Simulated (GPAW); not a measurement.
**Work function of 1T-FeClBr monolayer at several levels**

How far do functional and basis move the work function of 1T-FeClBr monolayer?

Program: GPAW 26.7.0. Level of theory: GPAW, PAW setups; layer in a repeated cell with vacuum, relaxation of atoms and in-plane cell, in the first sound run; inputs show where later runs differ. Results are calculated unless marked as measured.

**1. The starting structure**

The cell holds 3 atoms: 1 Br, 1 Fe and 1 Cl. Its edges and angles: a = 3.472 Å, b = 3.472 Å, c = 20.566 Å, α = 90.0°, β = 90.0°, γ = 120.0°. Vacuum lies along c.

**2. Relaxation**

Forces are removed first; all later runs use this geometry.

The input, run.py:

```python
import json
import numpy as np
from ase import Atoms
from ase.filters import FrechetCellFilter
from ase.optimize import BFGS
from gpaw import GPAW, PW

slab = Atoms(
    ['Br', 'Fe', 'Cl'],
    positions=[
        [1.73597, 1.00226, 9.00000],
        [0.00000, 0.00000, 10.45002],
        [-0.00000, 2.00452, 11.56552]],
    cell=[[3.47193, 0.0, 0.0], [-1.73597, 3.00678, 0.0], [0.0, 0.0, 20.5655]],
    pbc=[True, True, True],
    magmoms=[0.0, 4.0, 0.0])

slab.calc = GPAW(mode=PW(600), xc='PBE', kpts={'size': (9, 9, 1), 'gamma': True},
                 occupations={'name': 'fermi-dirac', 'width': 0.05}, nbands='160%',
                 convergence={'density': 1e-05}, maxiter=200,
                 symmetry={'tolerance': 1e-3}, txt='slab.txt')
result = {}
# The in-plane cell is free; stress needs a cell that repeats along all three vectors
path = []
opt = BFGS(FrechetCellFilter(slab, mask=[1, 1, 0, 0, 0, 1]), maxstep=0.2)
opt.attach(lambda: path.append((slab.get_potential_energy(), slab.positions.tolist(), slab.get_forces().tolist())))
result['relaxed'] = bool(opt.run(fmax=0.02, steps=45))
result['path'] = path
result['cell'] = slab.cell.tolist()
print('in-plane lattice', slab.cell.cellpar().round(4)[[0, 1, 5]])
energy = slab.get_potential_energy()
fermi = slab.calc.get_fermi_level()
v = slab.calc.get_electrostatic_potential().mean((0, 1)) - fermi
n = slab.calc.get_pseudo_density().mean((0, 1))
L = slab.cell[2, 2]
z = np.arange(len(v)) * L / len(v)
low, high = slab.positions[:, 2].min(), slab.positions[:, 2].max()
below, above = np.interp([low - 6.8, high + 6.8], z, v)
slopes = [np.interp(x, z, np.gradient(v, z)) for x in (low - 6.8, high + 6.8)]
eps = np.array([[slab.calc.get_eigenvalues(k, s) for k in range(len(slab.calc.get_ibz_k_points()))]
                for s in range(slab.calc.get_number_of_spins())]) - fermi
top, bottom = eps[eps < 0].max(), eps[eps > 0].min()
dipole = slab.get_dipole_moment()[2]
print(f'energy {energy:.4f} eV, Fermi level {fermi:.4f} eV, dipole {dipole:.5f} e A')
print(f'potential 6.8 A off the faces, from the Fermi level: lower {below:.4f} eV, upper {above:.4f} eV')
print(f'slope of the potential there: lower {slopes[0]:.5f}, upper {slopes[1]:.5f} eV/A')
print(f'nearest levels on the mesh: {top:.4f} and {bottom:.4f} eV')
print('magnetic moment', round(slab.get_magnetic_moment(), 3))
result.update(energy=energy, fermi=fermi, dipole=dipole, below=below, above=above, slopes=slopes, edges=[top, bottom],
              z=z.tolist(), v=v.tolist(), n=n.tolist(), positions=slab.positions.tolist(),
              forces=slab.get_forces(apply_constraint=False).tolist(), moments=slab.get_magnetic_moments().tolist())
json.dump(result, open('result.json', 'w'))
```

Launch:

```sh
> OMP_NUM_THREADS=1 OPENBLAS_NUM_THREADS=1 python run.py
```

Output:

```text
Step          Energy          fmax
BFGS:    0      -13.566777        2.506286
BFGS:    1      -13.793410        1.901688
BFGS:    2      -14.141065        0.402496
BFGS:    3      -14.161197        0.088774
BFGS:    4      -14.162402        0.015318
in-plane lattice [  3.6384   3.6384 120.0001]
energy -14.1525 eV, Fermi level -2.5195 eV, dipole -0.01907 e A
potential 6.8 A off the faces, from the Fermi level: lower 5.2439 eV, upper 5.3031 eV
slope of the potential there: lower -0.01450, upper -0.01456 eV/A
nearest levels on the mesh: -0.0927 and 0.0245 eV
magnetic moment 4.0
```

The job ended after 4.5 min (1 thread of Intel Xeon Platinum 8488C (Sapphire Rapids), shared host; peak memory 0.53 GiB).

Numbers from this step:

```yaml
dipole_along_the_normal: -0.01907 e·Å
levels_nearest_the_fermi_level_on_the_mesh: -0.09273, 0.02450 eV from the Fermi level
site_moments: 0.1556, 3.415, 0.09068 μB
sum_of_the_site_moments: 3.661 μB
```

Table of electrostatic potential energy of an electron (without an applied field's), less the Fermi level, planar mean by z:

```csv
z (Å),"electrostatic potential energy of an electron (without an applied field's), less the Fermi level, planar mean (eV)"
0.0,5.27
0.5,5.27
1.0,5.26
1.5,5.25
2.0,5.24
2.5,5.24
3.0,5.23
3.5,5.22
4.0,5.22
4.5,5.21
5.0,5.20
5.5,5.19
6.0,5.18
6.5,5.15
7.0,5.04
7.5,4.52
8.0,1.99
8.5,-7.41
9.0,-12.8
9.5,-3.81
10.0,-5.71
10.5,-10.0
11.0,-4.38
11.5,-10.2
12.0,-8.70
12.5,2.21
13.0,4.80
13.5,5.27
14.0,5.35
14.5,5.36
15.0,5.35
15.5,5.35
16.0,5.34
16.5,5.33
17.0,5.33
17.5,5.32
18.0,5.31
18.5,5.30
19.0,5.30
19.5,5.29
20.0,5.28
```

The pseudo valence density, planar mean oscillates, so the rows of the table below give means over windows of 0.5 Å about each position, cut where the curve ends. Its maxima inside the range that stand out by 2 % of the span (Å: e/Å³): 9.25: 0.394, 10.45: 0.733, 11.48: 0.461. Its minima: 9.77: 0.319, 10.97: 0.383.

Pseudo valence density, planar mean against z; means over each step:

```csv
z (Å),"pseudo valence density, planar mean (e/Å³)"
5.5,7.2e-5
6.0,3.5e-4
6.5,0.00171
7.0,0.00853
7.5,0.0422
8.0,0.171
8.5,0.331
9.0,0.361
9.5,0.357
10.0,0.433
10.5,0.636
11.0,0.419
11.5,0.437
12.0,0.388
12.5,0.198
13.0,0.0447
13.5,0.00808
14.0,0.00148
14.5,2.8e-4
15.0,5.4e-5
```

Site moment by atom:

```csv
atom,site moment (μB)
Br1,0.16
Fe2,3.42
Cl3,0.09
```

The relaxation lowered the energy of the cell by 0.593 eV (energies extrapolated to zero smearing; the optimiser's log prints free energies). The largest force left on a free atom is 0.015 eV/Å.

**3. Plane waves, PBE**

The work function is the vacuum plateau of the electrostatic potential less the Fermi level; a dipole layer lets the two faces have plateaus of their own.

This step: GPAW, PAW setups; slab in vacuum (GPAW 26.7.0).

The cell differs from the one that the last finished run ended in (c 20.566 → 20.892 Å).

run.py, as its differences from that of step 2:

```diff
@@ -3,4 +3,2 @@
 from ase import Atoms
-from ase.filters import FrechetCellFilter
-from ase.optimize import BFGS
 from gpaw import GPAW, PW
@@ -10,22 +8,15 @@
     positions=[
-        [1.73597, 1.00226, 9.00000],
-        [0.00000, 0.00000, 10.45002],
-        [-0.00000, 2.00452, 11.56552]],
-    cell=[[3.47193, 0.0, 0.0], [-1.73597, 3.00678, 0.0], [0.0, 0.0, 20.5655]],
-    pbc=[True, True, True],
+        [1.81918, 1.05030, 9.00000],
+        [-0.00000, 0.00000, 10.55304],
+        [0.00000, 2.10061, 11.89151]],
+    cell=[[3.63835, 0.0, 0.0], [-1.81918, 3.15091, 0.0], [0.0, 0.0, 20.8915]],
+    pbc=[True, True, False],
     magmoms=[0.0, 4.0, 0.0])
 
-slab.calc = GPAW(mode=PW(600), xc='PBE', kpts={'size': (9, 9, 1), 'gamma': True},
+slab.calc = GPAW(mode=PW(400), xc='PBE', kpts={'size': (9, 9, 1), 'gamma': True},
                  occupations={'name': 'fermi-dirac', 'width': 0.05}, nbands='160%',
                  convergence={'density': 1e-05}, maxiter=200,
+                 poissonsolver={'dipolelayer': 'xy'},
                  symmetry={'tolerance': 1e-3}, txt='slab.txt')
 result = {}
-# The in-plane cell is free; stress needs a cell that repeats along all three vectors
-path = []
-opt = BFGS(FrechetCellFilter(slab, mask=[1, 1, 0, 0, 0, 1]), maxstep=0.2)
-opt.attach(lambda: path.append((slab.get_potential_energy(), slab.positions.tolist(), slab.get_forces().tolist())))
-result['relaxed'] = bool(opt.run(fmax=0.02, steps=45))
-result['path'] = path
-result['cell'] = slab.cell.tolist()
-print('in-plane lattice', slab.cell.cellpar().round(4)[[0, 1, 5]])
 energy = slab.get_potential_energy()
```

Output:

```text
energy -14.0048 eV, Fermi level -2.5610 eV, dipole -0.01510 e A
potential 6.8 A off the faces, from the Fermi level: lower 5.1552 eV, upper 5.3906 eV
slope of the potential there: lower 0.00000, upper -0.00002 eV/A
nearest levels on the mesh: -0.0918 and 0.0241 eV
magnetic moment 4.0
```

The job ended after 35 s (1 thread; peak memory 0.26 GiB).

Numbers from this step:

| Property | Result |
| --- | --- |
| dipole along the normal | -0.01510 e·Å |
| levels nearest the Fermi level on the mesh | -0.09183, 0.02413 eV from the Fermi level |
| upper work function | 5.391 eV |
| lower work function | 5.155 eV |
| site moments | 0.1550, 3.413, 0.08949 μB |
| sum of the site moments | 3.658 μB |

Table of electrostatic potential energy of an electron (without an applied field's), less the Fermi level, planar mean by z:

z (Å), electrostatic potential energy of an electron (without an applied field's), less the Fermi level, planar mean (eV) and a bar from the least value:
```
      0.0        5.3 ##############################
      0.5        5.2 ##############################
      1.0        5.2 ##############################
      1.5        5.2 ##############################
      2.0        5.2 ##############################
      2.5        5.2 ##############################
      3.0        5.2 ##############################
      3.5        5.2 ##############################
      4.0        5.2 ##############################
      4.5        5.2 ##############################
      5.0        5.2 ##############################
      5.5        5.2 ##############################
      6.0        5.2 ##############################
      6.5        5.1 ##############################
      7.0        5.1 #############################
      7.5        4.7 #############################
      8.0        3.1 ##########################
      8.5       -3.9 ###############
      9.0      -13.6 
      9.5       -5.8 ############
     10.0       -3.9 ###############
     10.5      -10.2 #####
     11.0       -5.6 #############
     11.5       -7.0 ##########
     12.0      -12.4 ##
     12.5        0.3 ######################
     13.0        4.4 #############################
     13.5        5.2 ##############################
     14.0        5.4 ##############################
     14.5        5.4 ##############################
     15.0        5.4 ##############################
     15.5        5.4 ##############################
     16.0        5.4 ##############################
     16.5        5.4 ##############################
     17.0        5.4 ##############################
     17.5        5.4 ##############################
     18.0        5.4 ##############################
     18.5        5.4 ##############################
     19.0        5.4 ##############################
     19.5        5.4 ##############################
     20.0        5.4 ##############################
     20.5        5.4 ##############################
```

The pseudo valence density, planar mean oscillates, so the rows of the table below give means over windows of 1 Å about each position, cut where the curve ends. Its maxima inside the range that stand out by 2 % of the span (Å: e/Å³): 8.7: 0.351, 9.4: 0.394, 10.7: 0.700, 11.5: 0.460, 12.2: 0.412. Its minima: 9.0: 0.335, 9.8: 0.326, 11.1: 0.384, 11.9: 0.396.

Table of pseudo valence density, planar mean by z; means over each step:

z (Å), pseudo valence density, planar mean (e/Å³) and a bar:
```
        5      0.000 
        6      0.000 
        7      0.007 
        8      0.137 ########
        9      0.354 #####################
       10      0.425 #########################
       11      0.503 ##############################
       12      0.396 ########################
       13      0.093 ######
       14      0.003 
       15      0.000 
       16      0.000
```

The potential is flat to 2.3e-5 eV/Å where it is read, so the vacuum is wide enough.

**4. Self-consistent run: xc = "revPBE"**

The same geometry under revPBE, to see how far the functional moves the levels against the vacuum.

run.py, as its differences from that of step 3:

```diff
@@ -15,3 +15,3 @@
 
-slab.calc = GPAW(mode=PW(400), xc='PBE', kpts={'size': (9, 9, 1), 'gamma': True},
+slab.calc = GPAW(mode=PW(400), xc='revPBE', kpts={'size': (9, 9, 1), 'gamma': True},
                  occupations={'name': 'fermi-dirac', 'width': 0.05}, nbands='160%',
```

Output:

```text
energy -13.2793 eV, Fermi level -2.4508 eV, dipole -0.01470 e A
potential 6.8 A off the faces, from the Fermi level: lower 5.0458 eV, upper 5.2749 eV
slope of the potential there: lower 0.00000, upper -0.00002 eV/A
nearest levels on the mesh: -0.0979 and 0.0294 eV
magnetic moment 4.0
```

The job ended after 35 s (1 thread; peak memory 0.26 GiB).

This step gave:

| Quantity | Value |
| --- | --- |
| dipole along the normal | -0.01470 e·Å |
| levels nearest the Fermi level on the mesh | -0.09785, 0.02944 eV from the Fermi level |
| upper work function | 5.275 eV |
| lower work function | 5.046 eV |
| site moments | 0.1522, 3.426, 0.08741 μB |
| sum of the site moments | 3.666 μB |

Electrostatic potential energy of an electron (without an applied field's), less the Fermi level, planar mean against z:

z (Å), electrostatic potential energy of an electron (without an applied field's), less the Fermi level, planar mean (eV) and a bar from the least value:
```
      0.0        5.2 ##############################
      0.5        5.0 ##############################
      1.0        5.0 ##############################
      1.5        5.0 ##############################
      2.0        5.0 ##############################
      2.5        5.0 ##############################
      3.0        5.0 ##############################
      3.5        5.0 ##############################
      4.0        5.0 ##############################
      4.5        5.0 ##############################
      5.0        5.0 ##############################
      5.5        5.0 ##############################
      6.0        5.0 ##############################
      6.5        5.0 ##############################
      7.0        5.0 ##############################
      7.5        4.6 #############################
      8.0        3.1 ##########################
      8.5       -3.9 ###############
      9.0      -13.7 
      9.5       -5.9 ############
     10.0       -4.1 ###############
     10.5      -10.3 #####
     11.0       -5.7 #############
     11.5       -7.1 ##########
     12.0      -12.5 ##
     12.5        0.2 ######################
     13.0        4.3 #############################
     13.5        5.1 ##############################
     14.0        5.2 ##############################
     14.5        5.3 ##############################
     15.0        5.3 ##############################
     15.5        5.3 ##############################
     16.0        5.3 ##############################
     16.5        5.3 ##############################
     17.0        5.3 ##############################
     17.5        5.3 ##############################
     18.0        5.3 ##############################
     18.5        5.3 ##############################
     19.0        5.3 ##############################
     19.5        5.3 ##############################
     20.0        5.3 ##############################
     20.5        5.3 ##############################
```

Pseudo valence density, planar mean against z:

```csv
z (Å),"pseudo valence density, planar mean (e/Å³)"
0.00,0
0.64,0
1.07,0
1.71,0
2.13,0
2.77,7.4e-7
3.41,0
3.84,0
4.48,2.7e-6
5.12,1.2e-5
5.54,4.6e-5
6.18,3.4e-4
6.61,0.00129
7.25,0.0100
7.89,0.0787
8.31,0.244
8.95,0.335
9.59,0.368
10.02,0.332
10.66,0.700
11.09,0.384
11.72,0.439
12.36,0.347
12.79,0.120
13.43,0.0137
14.07,0.00157
14.50,3.9e-4
15.14,4.8e-5
15.56,1.2e-5
16.20,2.4e-6
16.84,0
17.27,0
17.91,0
18.55,0
18.97,0
19.61,0
20.04,0
20.68,0
```

Force by atom:

```csv
atom,x (eV/Å),y (eV/Å),z (eV/Å),size
Br1,0.000,0.000,-0.171,0.171
Fe2,0.000,0.000,-0.019,0.019
Cl3,0.000,0.000,0.189,0.189
```

The upper face's work function is 5.275 eV, against 5.391 eV in the first plane-wave PBE run at this geometry.

**5. Self-consistent run: xc = "LDA"**

The same geometry under LDA, to see how far the functional moves the levels against the vacuum.

run.py, as its differences from that of step 4:

```diff
@@ -15,3 +15,3 @@
 
-slab.calc = GPAW(mode=PW(400), xc='revPBE', kpts={'size': (9, 9, 1), 'gamma': True},
+slab.calc = GPAW(mode=PW(400), xc='LDA', kpts={'size': (9, 9, 1), 'gamma': True},
                  occupations={'name': 'fermi-dirac', 'width': 0.05}, nbands='160%',
```

Output:

```text
energy -15.5398 eV, Fermi level -2.8620 eV, dipole -0.01570 e A
potential 6.8 A off the faces, from the Fermi level: lower 5.4366 eV, upper 5.6814 eV
slope of the potential there: lower 0.00001, upper -0.00002 eV/A
nearest levels on the mesh: -0.0135 and 0.0095 eV
magnetic moment 4.0
```

Run time: 36 s. Hardware: 1 thread; peak memory 0.24 GiB.

Numbers from this step:

| Property | Result |
| --- | --- |
| dipole along the normal | -0.01570 e·Å |
| levels nearest the Fermi level on the mesh | -0.01345, 0.009542 eV from the Fermi level |
| upper work function | 5.681 eV |
| lower work function | 5.437 eV |
| site moments | 0.1637, 3.369, 0.09602 μB |
| sum of the site moments | 3.629 μB |

The upper face's work function is 5.681 eV, against 5.391 eV in the first plane-wave PBE run at this geometry.

**6. Self-consistent run: xc = "RPBE"**

The same geometry under RPBE, to see how far the functional moves the levels against the vacuum.

run.py, as its differences from that of step 5:

```diff
@@ -15,3 +15,3 @@
 
-slab.calc = GPAW(mode=PW(400), xc='LDA', kpts={'size': (9, 9, 1), 'gamma': True},
+slab.calc = GPAW(mode=PW(400), xc='RPBE', kpts={'size': (9, 9, 1), 'gamma': True},
                  occupations={'name': 'fermi-dirac', 'width': 0.05}, nbands='160%',
```

Output:

```text
energy -13.2119 eV, Fermi level -2.4415 eV, dipole -0.01472 e A
potential 6.8 A off the faces, from the Fermi level: lower 5.0449 eV, upper 5.2743 eV
slope of the potential there: lower 0.00000, upper -0.00002 eV/A
nearest levels on the mesh: -0.0993 and 0.0308 eV
magnetic moment 4.0
```

Run time: 36 s. Hardware: 1 thread; peak memory 0.26 GiB.

This step gave:

```yaml
dipole_along_the_normal: -0.01472 e·Å
levels_nearest_the_fermi_level_on_the_mesh: -0.09929, 0.03079 eV from the Fermi level
upper_work_function: 5.274 eV
lower_work_function: 5.045 eV
site_moments: 0.1517, 3.430, 0.08693 μB
sum_of_the_site_moments: 3.669 μB
```

The upper face's work function is 5.274 eV, against 5.391 eV in the first plane-wave PBE run at this geometry.

**7. OptPBE vdW: xc = "optPBE-vdW"**

The same geometry under optPBE-vdW, to see how far the functional moves the levels against the vacuum (the van der Waals functionals take revPBE setups).

run.py, as its differences from that of step 6:

```diff
@@ -15,3 +15,3 @@
 
-slab.calc = GPAW(mode=PW(400), xc='RPBE', kpts={'size': (9, 9, 1), 'gamma': True},
+slab.calc = GPAW(mode=PW(400), xc='optPBE-vdW', kpts={'size': (9, 9, 1), 'gamma': True},
                  occupations={'name': 'fermi-dirac', 'width': 0.05}, nbands='160%',
```

Output:

```text
energy -40.9688 eV, Fermi level -2.8263 eV, dipole -0.01504 e A
potential 6.8 A off the faces, from the Fermi level: lower 5.4617 eV, upper 5.6961 eV
slope of the potential there: lower 0.00000, upper -0.00002 eV/A
nearest levels on the mesh: -0.0897 and 0.0248 eV
magnetic moment 4.0
```

Elapsed: 49 s, on 1 thread; peak memory 0.42 GiB.

This step gave:

* dipole along the normal: -0.01504 e·Å
* levels nearest the Fermi level on the mesh: -0.08970, 0.02478 eV from the Fermi level
* upper work function: 5.696 eV
* lower work function: 5.462 eV
* site moments: 0.1599, 3.405, 0.09170 μB
* sum of the site moments: 3.656 μB

The upper face's work function is 5.696 eV, against 5.391 eV in the first plane-wave PBE run at this geometry.

(Part 1 of 2 ends here.)

[Logs are printed without paths, hosts, clocks, repeated set-up lines and the standing remarks that a program may print on its own settings, such as how far it seeks lower states.]

[Hosts, paths, dates, database ids (printed as entryN), source tags and the programs' standing remarks are cut or masked in the printed files.]
